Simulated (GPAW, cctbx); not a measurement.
## Bonding in BiP as X-rays see it

Aim: compute the bonding part of the density of BiP, find which reflections carry it, and see how it biases an ordinary refinement.

The cell comes from substitution in a known structure type and wasn't matched to any measured phase. All numbers below are calculated.

## 1. Find the equilibrium geometry

The density hangs on the geometry, so cell and atoms are relaxed first, with the symmetry held. The cutoff is set higher than for the density because stress converges slowly with plane waves.

Settings: GPAW 26.7.0, PBE, 570 eV, 5×5×5 k-points, Fermi–Dirac width 0.1 eV, BFGS to 0.03 eV/Å.

```text
cell
1.0
     0.000000000   -3.788000000    0.000000000
     3.788000000    0.000000000    0.000000000
    -1.894000000    1.894000000    6.277000000
Bi P
2 2
Direct
0.754700000 0.254700000 0.509400000
0.004700000 0.004700000 0.009400000
0.331600000 0.831600000 0.663200000
0.581600000 0.581600000 0.163200000
```

```console
$ OMP_NUM_THREADS=1 mpirun -n 4 gpaw python run.py > gpaw.log
```

```text
BFGS:    0      -18.575099        1.260952
BFGS:    1      -18.633212        1.124026
BFGS:    2      -18.825580        0.300599
BFGS:    3      -18.830224        0.204832
...
BFGS:   11      -18.867344        0.136439
BFGS:   12      -18.869625        0.081474
BFGS:   13      -18.870725        0.018085
cell  3.8317 3.8317 7.3713  105.06 105.06 90.00
volume 100.650 A^3, largest force 0.005 eV/A, largest stress 0.12 GPa
```

After 13 steps the volume has changed by +11.7 % and the energy by -0.296 eV; the largest stress left is 0.12 GPa. It took 3.5 min on 4 cores of Intel(R) Xeon(R) Platinum 8375C CPU @ 2.90GHz (Ice Lake) (shared host), peak memory 1.4 GiB.

Relaxed structure: I4_1md (no. 109), a = 3.8317 Å, b = 3.8317 Å, c = 13.7106 Å, α = 90.00°, β = 90.00°, γ = 90.00°.

```
atom  mult.    x    y       z
 Bi1      4    0  1/2  0.0005
  P1      4  1/2    0  0.0859
```

## 2. The all-electron density

X-rays see the whole electron density, so the PAW density is rebuilt with its core regions. Subtracting spherical free atoms from the same code cancels the cores and leaves the deformation density Δρ, the part due to bonding.

Settings: PBE, 450 eV, 6×6×6 k-points, Fermi–Dirac width 0.1 eV; primitive cell of 4 atoms.

```console
$ OMP_NUM_THREADS=1 mpirun -n 4 gpaw python run.py > gpaw.log
```

```text
|iter:   1|       0s |  -19.455220 | -0.30 |       |
|iter:   2|       3s |  -19.271452 | -2.36 | -1.16 |
|iter:   3|       5s |  -18.810453 | -2.10 | -1.23 |
...
|iter:   7|      16s |  -18.816373c| -5.62 | -3.61 |
|iter:   8|      19s |  -18.816376c| -6.74 | -4.35c|
|iter:   9|      20s |  -18.816376c| -7.45c| -4.81c|
```

```text
gpts.py:43: UserWarning: Initial realspace grid (20,20,40) inconsistent with symmetries.
gpts.py:43: UserWarning: Initial realspace grid (20,20,40) inconsistent with symmetries.
gpts.py:43: UserWarning: Initial realspace grid (20,20,40) inconsistent with symmetries.
gpts.py:43: UserWarning: Initial realspace grid (20,20,40) inconsistent with symmetries.
gpts.py:70: UserWarning: Using symmetrized grid: (40,40,40).
gpts.py:70: UserWarning: Using symmetrized grid: (40,40,40).
gpts.py:70: UserWarning: Using symmetrized grid: (40,40,40).
gpts.py:70: UserWarning: Using symmetrized grid: (40,40,40).
grid (80, 80, 80)  electrons 196.000  moved by bonding 0.700 e
deformation density beyond 0.5 A of the nuclei: max 0.054, min -0.045 e/A^3
atom        x       y       z   Voronoi charge  moment
Bi1    0.5005  0.0005  0.0009      0.272       0.00
Bi2    0.7505  0.7505  0.5009      0.272       0.00
P 3    0.0859  0.5859  0.1718     -0.272       0.00
P 4    0.3359  0.3359  0.6718     -0.272       0.00
mean inner potential of superposed free atoms 17.977 V
total magnetic moment 0.000 muB
```

Deformation density in a plane through the shortest contact of the Bi atom at the origin, in 0.01 e/Å³ (clipped at ±99); x from -1.6 to 4.6 Å, y from 2.4 down to -2.4 Å:

```text
 -3   0   3   2   0   0  -1   1   1   0  -1  -1  -1  -1  -2  -3
 -4  -1   1   2   4   4   3   1   0   0  -1   0  -1  -1  -2  -3
 -2  -1  -1   1   4   5   3   1   0   0   0   1   1   0  -1  -3
 -1  -2  -3  -2   0   1   0   0   0   0   1   1   2   2   1  -2
 -1  -2  -4  -2   0  -2  -3   0   1   2   1   0   2   3   3   0
 -1  -3  -1  -2   .  -2  -2   1   4   3  -1   .  -1   2   3   1
 -1  -3   1   .   .   1   0   1   5   4   .   .   .   0   2   1
 -1  -3   0  -3   .  -1  -2   0   3   3  -1   .  -1   0   1   0
 -1  -2  -4   0   0  -2  -4  -1   1   2   3   3   2   1   1   0
 -1  -2  -2  -3  -3  -3  -2  -1   0   2   4   5   3   1   0   0
 -1  -1  -1  -1  -1  -1  -1  -2  -2  -1   1   2   1   0   0   0
 -1  -1  -1   0   0   0  -1  -2  -4  -3  -1  -2  -2  -1   1   1
  0  -1   0   0   0   0  -1  -2  -3  -1   0  -2  -3   0   3   3
```

Atoms in or within 0.15 Å of the plane: Bi (0.0, 0.0), P (3.0, 0.0) Å. Dots mark points within about 0.45 Å of a nucleus; large values next to them are atomic features.

P gains most (-0.27 e) and Bi loses most (+0.27 e), as electronegativity suggests. Such charges fall far short of formal ones, since overlapping free atoms already put density on their neighbours. Along the shortest contact from the Bi atom at the map's origin, Bi–P at 2.95 Å, Δρ is +0.04 e/Å³ at the midpoint and highest, +0.05, 1.80 Å from Bi (points within 0.5 Å of a nucleus left out): little piles up between the atoms. Point values carry grid noise of about 0.01 e/Å³. The run needed 9 iterations, 34 s.

## 3. Structure factors

The Fourier components of Δρ, added to those of the free atoms, give the static X-ray structure factors; the Mott–Bethe relation turns them into the Fourier components V of the potential that fast electrons feel.

```text
static structure factors of the conventional cell: F in electrons, V (Mott-Bethe) in volts
   h  k  l      d  |F| table  |F| free   |F| DFT   change   |V| free  |V| DFT  change %
   1  0  1  3.6903   185.275   185.106   184.592   -0.514     4.542    4.679      3.0
   0  0  4  3.4277   276.040   275.839   275.533   -0.306     7.608    7.648      0.5
   1  0  3  2.9362   209.121   209.034   209.095    0.061     6.235    6.212     -0.4
   1  1  2  2.5198   303.304   303.244   303.223   -0.020     8.927    8.930      0.0
   1  0  5  2.2299   218.260   218.248   218.060   -0.188     6.261    6.283      0.3
   2  0  0  1.9159   298.039   298.038   297.628   -0.410     7.853    7.887      0.4
   2  0  2  1.8451     0.000     0.000     0.179    0.179     0.000    0.014        -
   1  1  6  1.7468   218.760   218.699   219.037    0.338     3.720    3.697     -0.6
   1  0  7  1.7440   200.106   200.099   200.116    0.017     4.885    4.885     -0.0
   0  0  8  1.7138   240.110   240.072   239.941   -0.131     4.909    4.924      0.3
   2  1  1  1.7004   157.205   157.171   157.372    0.201     2.806    2.794     -0.4
   2  0  4  1.6723   233.000   232.963   233.036    0.073     4.548    4.547     -0.0
   2  1  3  1.6045   176.731   176.711   176.852    0.141     3.757    3.750     -0.2
   2  0  6  1.4681     0.000     0.000     0.142    0.142     0.000    0.007        -
```

The largest X-ray change among the ordinary reflections is -0.51 e on 101, 0.3 % of |F|. For electrons V goes as (Z − F)/g², so a change of F counts against Z − F, which is small at low angle and wherever the atoms' terms cancel: |V| of 101 moves by +3.0 % (4.54 to 4.68 V) against -0.3 % in |F|. 202 and 206 vanish for spherical atoms and reach 0.18 and 0.14 e through aspherical density alone. The last three rows change by 0.14 e or less, against 0.51 e at the top: the effect is concentrated at low angle. The tabulated Hartree–Fock atoms differ from the free DFT atoms by up to 0.20 e, so the choice of reference atom matters too.

## 4. How cheap can the run be?

Cutoff and k-mesh: one is changed at a time, to find what the result needs.

| run | ΔF 101 (e) | ΔF 200 (e) | ΔF 116 (e) | q(P) (e) | moved (e) | time |
| --- | --- | --- | --- | --- | --- | --- |
| 450 eV 6×6×6 | -0.514 | -0.410 | +0.338 | -0.272 | 0.700 | 34 s |
| 250 eV 6×6×6 | -0.512 | -0.441 | +0.303 | -0.267 | 0.674 | 14 s |
| 350 eV 6×6×6 | -0.515 | -0.419 | +0.323 | -0.272 | 0.675 | 15 s |
| 750 eV 6×6×6 | -0.511 | -0.410 | +0.340 | -0.272 | 0.712 | 56 s |
| 450 eV 2×2×2 | -0.550 | -0.595 | +0.189 | -0.303 | 0.815 | 14 s |
| 450 eV 4×4×4 | -0.489 | -0.439 | +0.323 | -0.263 | 0.691 | 21 s |

Within 0.01 e of the base on all three: 750 eV 6×6×6. The largest error, 0.185 e, comes with 450 eV 2×2×2. The moved charge is off by up to 16 % among these runs. Times are from shared hosts.

## 5. Refining ordinary atoms against data with bonding

Routine crystallography fits spherical atoms. To see the bias, intensities are simulated from tabulated atoms plus the DFT change ΔF, so that bonding alone can misfit (6292 reflections of the full sphere, merged to the counts below, to 0.4 Å, 1 % proportional noise plus counting noise, assumed isotropic U as listed, Δρ smeared by the mean U) and refined with cctbx over different ranges.

| range | data | R1 | GooF | U Bi1 (true 0.003) | U P1 (true 0.0056) | largest shift (Å) | Δρ max, min (e/Å³) |
| --- | --- | --- | --- | --- | --- | --- | --- |
| all data | 962 | 0.0029 | 0.94 | 0.0030 | 0.0055 | 0.0001 | 0.32, -0.32 |
| low resolution, d > 0.84 | 119 | 0.0025 | 1.03 | 0.0030 | 0.0056 | 0.0000 | 0.14, -0.10 |
| high order, d < 0.75 | 802 | 0.0030 | 0.93 | 0.0030 | 0.0055 | 0.0003 | 0.29, -0.29 |
| occupancies free, d > 0.7 | 198 | 0.0024 | 0.96 | 0.0030 | 0.0056 | 0.0001 | 0.17, -0.15 |

With all data GooF is 0.94, so at this noise the bonding hardly shows; the top residual peak, near noise level, lies 1.23 Å from P and 2.52 Å from Bi. No U is off by more than 3 s.u. at low resolution. With Bi1 held at 1 and the scale free, the other occupancies refine to P1 1.000(0.005), within three s.u. of full. Reflections that vanish for spherical atoms get no phase and drop out of the difference map, which therefore understates the bond peaks.

## 6. Answer

Bonding moves 0.70 e in the primitive cell of BiP and changes the ordinary structure factors of the conventional cell in the table above by at most 0.51 e (101, 0.3 %); it gives 202, zero for spherical atoms, 0.18 e. The shortest bond, Bi–P, has Δρ = +0.04 e/Å³ at its midpoint. Within 0.01 e of the base on all three: 750 eV 6×6×6. The largest error, 0.185 e, comes with 450 eV 2×2×2. The moved charge is off by up to 16 % among these runs. With all data GooF is 0.94, so at this noise the bonding hardly shows. Limits: static density, frozen cores, no spin–orbit coupling.

[Outputs are excerpts: Python notices, other lines and further rows are left out; steps that failed or that the build refused (PBEsol, TPSS) are not shown.]

[Logs are printed without paths, hosts, clocks, repeated set-up lines and the standing remarks that a program may print on its own settings, such as how far it seeks lower states.]
